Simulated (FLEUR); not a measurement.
**AlFe: energy against a fixed spin moment**

Aim: the energy of AlFe as a function of its total spin moment.

Program: FLEUR MaX-R8.1. Level of theory: PBE; all-electron FLAPW, Dirac cores, scalar-relativistic bands. Results are calculated unless marked as measured.

### 1. The starting structure

Symmetry: Pm-3m, No. 221, cubic system. Conventional cell: a = 2.910 Å, b = 2.910 Å, c = 2.910 Å, α = 90.00°, β = 90.00°, γ = 90.00°. Al has 8 Fe at 2.52 Å nearest. Nearest to Fe lie 8 Al at 2.52 Å. Farther neighbours are not listed.

Structure file:

```xyz
2
Lattice="2.9100 0.0000 0.0000 0.0000 2.9100 0.0000 0.0000 0.0000 2.9100" Properties=species:S:1:pos:R:3 pbc="T T T"
Al    0.0000    0.0000    0.0000
Fe    1.4550    1.4550    1.4550
```

### 2. Unconstrained state

The free run tells which range of moments is worth scanning.

inpgen writes inp.xml from crystal.txt; cutoffs, mixing, functional, smearing and local orbitals are then set in the file. The k list default-1 (kpts.xml, not shown) is a Γ-centred 12×12×12 mesh; where the ranks do not divide the number of points, some are split in two of half the weight.

inp.xml

```
<?xml version="1.0" encoding="UTF-8" standalone="no"?>
<fleurInput fleurInputVersion="0.39">
   <comment>
      AlFe
   </comment>
   <calculationSetup>
      <cutoffs Kmax="4.1" Gmax="12.3" GmaxXC="12.3" numbands="0"/>
      <scfLoop itmax="120" minDistance="0.00002" maxIterBroyd="15" imix="Anderson" alpha="0.05" precondParam="0.0" spinf="2.0" sdNocoIR="T"/>
      <coreElectrons ctail="T" frcor="F" kcrel="0" coretail_lmax="0"/>
      <xcFunctional name="pbe" relativisticCorrections="F"/>
      <magnetism jspins="2"/>
      <soc l_soc="F" theta="0.0" phi="0.0" spav="F"/>
      <expertModes spex="0" secvar="F"/>
      <geometryOptimization l_f="F" forcealpha="1.0" forcemix="BFGS" epsdisp="0.00001" epsforce="0.00001"/>
      <ldaU l_linMix="F" mixParam="0.05" spinf="1.0"/>
   </calculationSetup>
   <cell>
      <bzIntegration valenceElectrons="19.0" mode="hist" fermiSmearingEnergy="0.00183747">
         <kPointListSelection listName="default-1"/>
         <xi:include xmlns:xi="http://www.w3.org/2001/XInclude" href="kpts.xml"> </xi:include>
      </bzIntegration>
      <xi:include xmlns:xi="http://www.w3.org/2001/XInclude" href="sym.xml"> </xi:include>
      <bulkLattice scale="1.0">
         <bravaisMatrix>
            <row-1>    5.4991030225859996     0.0000000000000000     0.0000000000000000</row-1>
            <row-2>    0.0000000000000000     5.4991030225859996     0.0000000000000000</row-2>
            <row-3>    0.0000000000000000     0.0000000000000000     5.4991030225859996</row-3>
         </bravaisMatrix>
      </bulkLattice>
   </cell>
   <atomSpecies>
      <species name="Aluminum (Al)" element="Al" atomicNumber="13">
         <mtSphere radius="1.83" gridPoints="605" logIncrement="0.019"/>
         <atomicCutoffs lmax="8" lnonsphr="6"/>
         <electronConfig flipSpins="F">
            <coreConfig>(1s1/2) (2s1/2) (2p1/2) (2p3/2)</coreConfig>
            <valenceConfig>(3s1/2) (3p1/2) (3p3/2)</valenceConfig>
            <stateOccupation state="(3p1/2)" spinUp="0.166667" spinDown="0.166667"/>
            <stateOccupation state="(3p3/2)" spinUp="0.333333" spinDown="0.333333"/>
         </electronConfig>
         <energyParameters s="3" p="3" d="3" f="4"/>
      </species>
      <species name="Iron (Fe) 2.801" element="Fe" atomicNumber="26">
         <mtSphere radius="2.68" gridPoints="885" logIncrement="0.014"/>
         <atomicCutoffs lmax="10" lnonsphr="8"/>
         <electronConfig flipSpins="F">
            <coreConfig>(1s1/2) (2s1/2) (2p1/2) (2p3/2)</coreConfig>
            <valenceConfig>(3s1/2) (3p1/2) (3p3/2) (4s1/2) (3d3/2) (3d5/2)</valenceConfig>
            <stateOccupation state="(3d3/2)" spinUp="1.4005" spinDown="0.9995"/>
            <stateOccupation state="(3d5/2)" spinUp="3.0" spinDown="0.6"/>
         </electronConfig>
         <energyParameters s="4" p="4" d="3" f="4"/>
         <lo type="SCLO" l="0" n="3" eDeriv="0"/>
         <lo type="SCLO" l="1" n="3" eDeriv="0"/>
      </species>
   </atomSpecies>
   <atomGroups>
      <atomGroup species="Aluminum (Al)">
         <relPos label="                   1">.0000000000 .0000000000 .0000000000</relPos>
         <force calculate="T" relaxXYZ="TTT"/>
      </atomGroup>
      <atomGroup species="Iron (Fe) 2.801">
         <relPos label="                   2">1.000/2.000 1.000/2.000 1.000/2.000</relPos>
         <force calculate="T" relaxXYZ="TTT"/>
      </atomGroup>
   </atomGroups>
   <output dos="F" band="F" slice="F">
      <bandDOS minEnergy="-.5*Htr" maxEnergy="0.5*Htr" sigma="0.015" storeEVData="T"/>
      <plotting iplot="0" polar="F">
         <plot TwoD="T" vec1="  1.0  0.0  0.0" vec2="  0.0  1.0  0.0" vec3="  0.0  0.0  1.0" zero="  0.0  0.0  0.0" file="plot"/>
      </plotting>
      <moessbauerParams electricFieldGradient="F" isomerShift="F" coreHyperfine="F" valenceHyperfine="F"/>
   </output>
</fleurInput>
```

crystal.txt

```
AlFe
&input film=F cartesian=F /
2.91000000000  0.00000000000  0.00000000000
0.00000000000  2.91000000000  0.00000000000
0.00000000000  0.00000000000  2.91000000000
1.8897261246
1.0 1.0 1.0

2
13 0.00000000000  0.00000000000  0.00000000000
26 0.50000000000  0.50000000000  0.50000000000 : 2.801

&kpt div1=12 div2=12 div3=12 gamma=T /
```

Launch:

```console
$ OMP_NUM_THREADS=1 inpgen -f crystal.txt > inpgen.log  # inp.xml is then edited as shown
$ OMP_NUM_THREADS=1 mpirun -n 4 fleur_MPI > fleur.log
```

The log of the run:

```text
Welcome to FLEUR        (www.flapw.de)
      MaX-Release 8.1          (www.max-centre.eu)

 ========== k-point set info ==========
 Selected k-point list: default-1
 k-point list type: mesh
 12 x 12 x 12
 Number of k points: 84

 ------------Calculation Setup---------------------------
 Number of MPI-tasks      :            4
 Number of PE/node        :            4
 Number of OMP-threads    :            1
 k-points in parallel     :            4
 pe's per k-point         :            1
 No of k-point loops      :           21
 Eigenvalue solver        :       lapack
 Number of basis functions:          220
 Approximate size of matrices (H+S) per k-point:         0.001 GB
 --------------------------------------------------------
 Iteration:     1   Distance:      15.83367990 me/bohr^3
 Iteration:     2   Distance:      15.16618954 me/bohr^3
 Iteration:     3   Distance:      11.60935842 me/bohr^3
 Iteration:     4   Distance:       8.95386621 me/bohr^3
 Iteration:     5   Distance:       7.92846922 me/bohr^3
 Iteration:     6   Distance:      12.13234735 me/bohr^3
 Iteration:     7   Distance:       9.49131230 me/bohr^3
 Iteration:     8   Distance:       8.46308999 me/bohr^3
 Iteration:     9   Distance:       9.72006372 me/bohr^3
 Iteration:    10   Distance:       2.23794490 me/bohr^3
[... 13 iterations left out ...]
 Iteration:    24   Distance:       0.03658849 me/bohr^3
 Iteration:    25   Distance:       0.00269662 me/bohr^3
 Iteration:    26   Distance:       0.00139803 me/bohr^3
 Iteration:    27   Distance:       0.00096008 me/bohr^3
 Iteration:    28   Distance:       0.00010844 me/bohr^3
 Iteration:    29   Distance:       0.00012636 me/bohr^3
 Iteration:    30   Distance:       0.00012315 me/bohr^3
 Iteration:    31   Distance:       0.00009963 me/bohr^3
 Iteration:    32   Distance:       0.00002965 me/bohr^3
 Iteration:    33   Distance:       0.00000624 me/bohr^3

 ********************************************************************
 Run finished successfully
 Stop message:
   all done
 ********************************************************************

--- out.xml (last complete iteration) ---
<iteration numberForCurrentRun="   33" overallNumber="   33">
         <energyParameters units="Htr">
            <atomicEP atomType="1" spin="1" branch="3s" branchLowest="-3.39" branchHighest="2.72" value="-0.0002939942"/>
            <atomicEP atomType="1" spin="1" branch="3p" branchLowest="-1.96" branchHighest="3.11" value="0.1337324125"/>
            <atomicEP atomType="1" spin="1" branch="3d" branchLowest="-9.99" branchHighest="3.03" value="0.2978332427"/>
            <atomicEP atomType="1" spin="1" branch="4f" branchLowest="-9.99" branchHighest="5.90" value="0.4605071409"/>
            <atomicEP atomType="2" spin="1" branch="4s" branchLowest="-2.84" branchHighest="1.18" value="0.1872399778"/>
            <atomicEP atomType="2" spin="1" branch="4p" branchLowest="-1.59" branchHighest="1.65" value="0.3159309261"/>
            <atomicEP atomType="2" spin="1" branch="3d" branchLowest="-9.99" branchHighest="0.38" value="0.2947196845"/>
            <atomicEP atomType="2" spin="1" branch="4f" branchLowest="-9.99" branchHighest="2.78" value="0.6256215754"/>
            <loAtomicEP atomType="2" spin="1" branch="3s" branchLowest="-29.50" branchHighest="-2.84" value="-2.8439999180"/>
            <loAtomicEP atomType="2" spin="1" branch="3p" branchLowest="-25.04" branchHighest="-1.59" value="-1.5982346545"/>
            <atomicEP atomType="1" spin="2" branch="3s" branchLowest="-3.39" branchHighest="2.72" value="-0.0082031020"/>
            <atomicEP atomType="1" spin="2" branch="3p" branchLowest="-1.96" branchHighest="3.11" value="0.1254546721"/>
            <atomicEP atomType="1" spin="2" branch="3d" branchLowest="-9.99" branchHighest="3.03" value="0.2893707062"/>
            <atomicEP atomType="1" spin="2" branch="4f" branchLowest="-9.99" branchHighest="5.90" value="0.4519865435"/>
            <atomicEP atomType="2" spin="2" branch="4s" branchLowest="-2.81" branchHighest="1.20" value="0.1877852308"/>
            <atomicEP atomType="2" spin="2" branch="4p" branchLowest="-1.56" branchHighest="1.67" value="0.3142665669"/>
            <atomicEP atomType="2" spin="2" branch="3d" branchLowest="-9.99" branchHighest="0.41" value="0.3163055281"/>
            <atomicEP atomType="2" spin="2" branch="4f" branchLowest="-9.99" branchHighest="2.80" value="0.6221720194"/>
            <loAtomicEP atomType="2" spin="2" branch="3s" branchLowest="-29.49" branchHighest="-2.81" value="-2.8120099818"/>
            <loAtomicEP atomType="2" spin="2" branch="3p" branchLowest="-25.03" branchHighest="-1.56" value="-1.5670047987"/>
         </energyParameters>
         <bandgap value="0.0086352360" units="eV"/>
         <sumValenceSingleParticleEnergies value="-12.3791444139" units="Htr"/>
         <FermiEnergy value="0.3440597369" units="Htr"/>
         <valenceDensity>
            <mtCharges spin="1">
               <mtCharge atomType="1" total="0.3412274" s="0.1522533" p="0.1563615" d="0.0299267" f="0.0023868"/>
               <mtCharge atomType="2" total="8.4834286" s="1.2887512" p="3.3693708" d="3.8030697" f="0.0181766"/>
            </mtCharges>
            <mtCharges spin="2">
               <mtCharge atomType="1" total="0.3601521" s="0.1588657" p="0.1693835" d="0.0294186" f="0.0022442"/>
               <mtCharge atomType="2" total="7.6851518" s="1.2896134" p="3.3602496" d="3.0116745" f="0.0196815"/>
            </mtCharges>
            <spinDependentCharge spin="1" total="9.8702571" interstitial="1.0456011" mtSpheres="8.8246560"/>
            <spinDependentCharge spin="2" total="9.1297429" interstitial="1.0844390" mtSpheres="8.0453039"/>
            <totalCharge value="19.0000000000"/>
         </valenceDensity>
         <coreStates atomType="     1" atomicNumber=" 13" spin="1" kinEnergy="    120.1292095306" eigValSum="    -64.3529750191" lostElectrons=" 0.013331">
            <state n="1" l="0" j="0.5" energy="-54.9577799278" weight="1.0000000000"/>
            <state n="2" l="0" j="0.5" energy="-3.4111735858" weight="1.0000000000"/>
            <state n="2" l="1" j="0.5" energy="-2.0054607953" weight="1.0000000000"/>
            <state n="2" l="1" j="1.5" energy="-1.9892803551" weight="2.0000000000"/>
         </coreStates>
         <coreStates atomType="     1" atomicNumber=" 13" spin="2" kinEnergy="    120.1287060002" eigValSum="    -64.3550308805" lostElectrons=" 0.013374">
            <state n="1" l="0" j="0.5" energy="-54.9580720225" weight="1.0000000000"/>
            <state n="2" l="0" j="0.5" energy="-3.4115567225" weight="1.0000000000"/>
            <state n="2" l="1" j="0.5" energy="-2.0059209958" weight="1.0000000000"/>
            <state n="2" l="1" j="1.5" energy="-1.9897405698" weight="2.0000000000"/>
         </coreStates>
         <coreStates atomType="     2" atomicNumber=" 26" spin="1" kinEnergy="    574.8121991564" eigValSum="   -361.1757884103" lostElectrons=" 0.000000">
            <state n="1" l="0" j="0.5" energy="-256.5350823143" weight="1.0000000000"/>
            <state n="2" l="0" j="0.5" energy="-29.5022461844" weight="1.0000000000"/>
            <state n="2" l="1" j="0.5" energy="-25.3518780352" weight="1.0000000000"/>
            <state n="2" l="1" j="1.5" energy="-24.8932909382" weight="2.0000000000"/>
         </coreStates>
         <coreStates atomType="     2" atomicNumber=" 26" spin="2" kinEnergy="    574.9566451581" eigValSum="   -361.1295345445" lostElectrons=" 0.000000">
            <state n="1" l="0" j="0.5" energy="-256.5351375540" weight="1.0000000000"/>
            <state n="2" l="0" j="0.5" energy="-29.4881044007" weight="1.0000000000"/>
            <state n="2" l="1" j="0.5" energy="-25.3413616647" weight="1.0000000000"/>
            <state n="2" l="1" j="1.5" energy="-24.8824654626" weight="2.0000000000"/>
         </coreStates>
         <allElectronCharges>
            <spinDependentCharge spin="1" total="19.8702571" interstitial="1.0581164" mtSpheres="18.8121407"/>
            <spinDependentCharge spin="2" total="19.1297429" interstitial="1.0969950" mtSpheres="18.0327479"/>
            <totalCharge value="38.9999999809"/>
         </allElectronCharges>
         <magneticMomentsInMTSpheres units="muBohr">
            <globalMagMoment atomType="1" vec="0.00000   0.00000  -0.01888"/>
            <localMagMoment atomType="1" vec="0.00000   0.00000  -0.01888"/>
            <globalMagMoment atomType="2" vec="0.00000   0.00000   0.79827"/>
            <localMagMoment atomType="2" vec="0.00000   0.00000   0.79827"/>
         </magneticMomentsInMTSpheres>
         <moessbauerParams unitsHFF="kG" unitsIS="e/bohr^3" unitsEFG="Htr/bohr^2">
         </moessbauerParams>
         <totalEnergy value="    -1515.6494072484" units="Htr">
            <sumOfEigenvalues value="     -863.3924732683">
               <coreElectrons value="-851.0133288544"/>
               <valenceElectrons value="-12.3791444139"/>
            </sumOfEigenvalues>
            <densityCoulombPotentialIntegral value="-2300.1566729033"/>
            <densityEffectivePotentialIntegral value="-2396.8889927419"/>
            <chargeDenXCDenIntegral value="-74.6260989491"/>
            <FockExchangeEnergyValence value="0.0000000000"/>
            <FockExchangeEnergyCore value="0.0000000000"/>
            <atomTypeDependentContributions atomType="1">
               <electronNucleiInteractionDifferentMTs value="285.1756652051"/>
               <MadelungTerm value="-8.6911556476"/>
            </atomTypeDependentContributions>
            <atomTypeDependentContributions atomType="2">
               <electronNucleiInteractionDifferentMTs value="1526.9927182954"/>
               <MadelungTerm value="-3.5819521731"/>
            </atomTypeDependentContributions>
            <tkbTimesEntropy value="0.0006700723"/>
            <freeEnergy value="-1515.6500773208"/>
            <extrapolationTo0K value="-1515.6497422846"/>
         </totalEnergy>
         <densityConvergence units="me/bohr^3">
            <chargeDensity spin="1" distance="0.0000027410"/>
            <chargeDensity spin="2" distance="0.0000052070"/>
            <overallChargeDensity distance="0.0000062378"/>
            <spinDensity distance="0.0000055084"/>
         </densityConvergence>
      </iteration>
```

The job ended after 26 s (4 MPI ranks of Intel Xeon 6975P-C (Granite Rapids), shared host; peak memory 0.26 GiB).

This step gave:

| Property | Result |
| --- | --- |
| free energy | -41242.9397 eV |
| program's band gap on this mesh (in a metal only a level spacing) | 0.008635 eV |
| magnetization | 0.7405 μB |
| final state | ferromagnetic |
| largest moment | 0.7983 μB |

After 33 cycles the largest moment stands at 0.798 μB.

### 3. No spin polarisation

inp.xml: that of step 2 with these lines changed.

```diff
@@ -10,3 +10,3 @@
       <xcFunctional name="pbe" relativisticCorrections="F"/>
-      <magnetism jspins="2"/>
+      <magnetism jspins="1"/>
       <soc l_soc="F" theta="0.0" phi="0.0" spav="F"/>
@@ -42,3 +42,3 @@
       </species>
-      <species name="Iron (Fe) 2.801" element="Fe" atomicNumber="26">
+      <species name="Iron (Fe)" element="Fe" atomicNumber="26">
          <mtSphere radius="2.68" gridPoints="885" logIncrement="0.014"/>
@@ -48,4 +48,4 @@
             <valenceConfig>(3s1/2) (3p1/2) (3p3/2) (4s1/2) (3d3/2) (3d5/2)</valenceConfig>
-            <stateOccupation state="(3d3/2)" spinUp="1.4005" spinDown="0.9995"/>
-            <stateOccupation state="(3d5/2)" spinUp="3.0" spinDown="0.6"/>
+            <stateOccupation state="(3d3/2)" spinUp="1.200000" spinDown="1.200000"/>
+            <stateOccupation state="(3d5/2)" spinUp="1.800000" spinDown="1.800000"/>
          </electronConfig>
@@ -61,3 +61,3 @@
       </atomGroup>
-      <atomGroup species="Iron (Fe) 2.801">
+      <atomGroup species="Iron (Fe)">
          <relPos label="                   2">1.000/2.000 1.000/2.000 1.000/2.000</relPos>
```

crystal.txt: that of step 2 with these lines changed.

```diff
@@ -10,3 +10,3 @@
 13 0.00000000000  0.00000000000  0.00000000000
-26 0.50000000000  0.50000000000  0.50000000000 : 2.801
+26 0.50000000000  0.50000000000  0.50000000000
```

The log of the run:

```text
[banner, memory and clock lines left out]
Welcome to FLEUR        (www.flapw.de)
      MaX-Release 8.1          (www.max-centre.eu)

 ========== k-point set info ==========
 Selected k-point list: default-1
 k-point list type: mesh
 12 x 12 x 12
 Number of k points: 84

 [... set-up left out ...]
 Iteration:     1   Distance:      13.94933092 me/bohr^3
 Iteration:     2   Distance:      12.15908418 me/bohr^3
 Iteration:     3   Distance:      10.49069770 me/bohr^3
 Iteration:     4   Distance:       2.52581334 me/bohr^3
 Iteration:     5   Distance:       4.90550952 me/bohr^3
 Iteration:     6   Distance:       0.35512262 me/bohr^3
 Iteration:     7   Distance:       0.67045080 me/bohr^3
 Iteration:     8   Distance:       0.08292884 me/bohr^3
 Iteration:     9   Distance:       0.06490610 me/bohr^3
 Iteration:    10   Distance:       0.00772564 me/bohr^3
 Iteration:    11   Distance:       0.00184308 me/bohr^3
 Iteration:    12   Distance:       0.00101133 me/bohr^3
 Iteration:    13   Distance:       0.00004012 me/bohr^3
 Iteration:    14   Distance:       0.00002531 me/bohr^3
 Iteration:    15   Distance:       0.00000067 me/bohr^3

 ********************************************************************
 Run finished successfully
 Stop message:
   all done
 ********************************************************************

--- out.xml (last complete iteration) ---
<iteration numberForCurrentRun="   15" overallNumber="   15">
         [... left out ...]
         <bandgap value="0.0120553324" units="eV"/>
         <sumValenceSingleParticleEnergies value="-12.3693085541" units="Htr"/>
         <FermiEnergy value="0.3383708210" units="Htr"/>
         [... left out ...]
         <totalEnergy value="    -1515.6479070083" units="Htr">
            <sumOfEigenvalues value="     -863.3890187943">
               <coreElectrons value="-851.0197102402"/>
               <valenceElectrons value="-12.3693085541"/>
            </sumOfEigenvalues>
         [... left out ...]
            <freeEnergy value="-1515.6487621477"/>
            <extrapolationTo0K value="-1515.6483345780"/>
         </totalEnergy>
         <densityConvergence units="me/bohr^3">
            <chargeDensity spin="1" distance="0.0000006706"/>
         </densityConvergence>
      </iteration>
```

Run time: 8.1 s. Hardware: 4 MPI ranks; peak memory 0.23 GiB.

Read from the output:

```yaml
free_energy: -41242.9039 eV
program_s_band_gap_on_this_mesh_in_a_metal_only_a_level_spacing: 0.01206 eV
final_state: non-magnetic (no spin polarisation)
```

Its energy lies +35.8 meV a cell from the free run's.

(Part 1 of 2 ends here.)

[Logs and program files are shortened in this print: banners, set-up blocks, solver, clock and traceback lines can be left out without a mark of their own.]

[Logs are printed without paths, hosts, clocks, repeated set-up lines and the standing remarks that a program may print on its own settings, such as how far it seeks lower states.]

[Hosts, paths, dates, database ids (printed as entryN), source tags and the programs' standing remarks are cut or masked in the printed files.]

[Where a cell is said to come from a database of computed structures, the database is the Materials Project.]
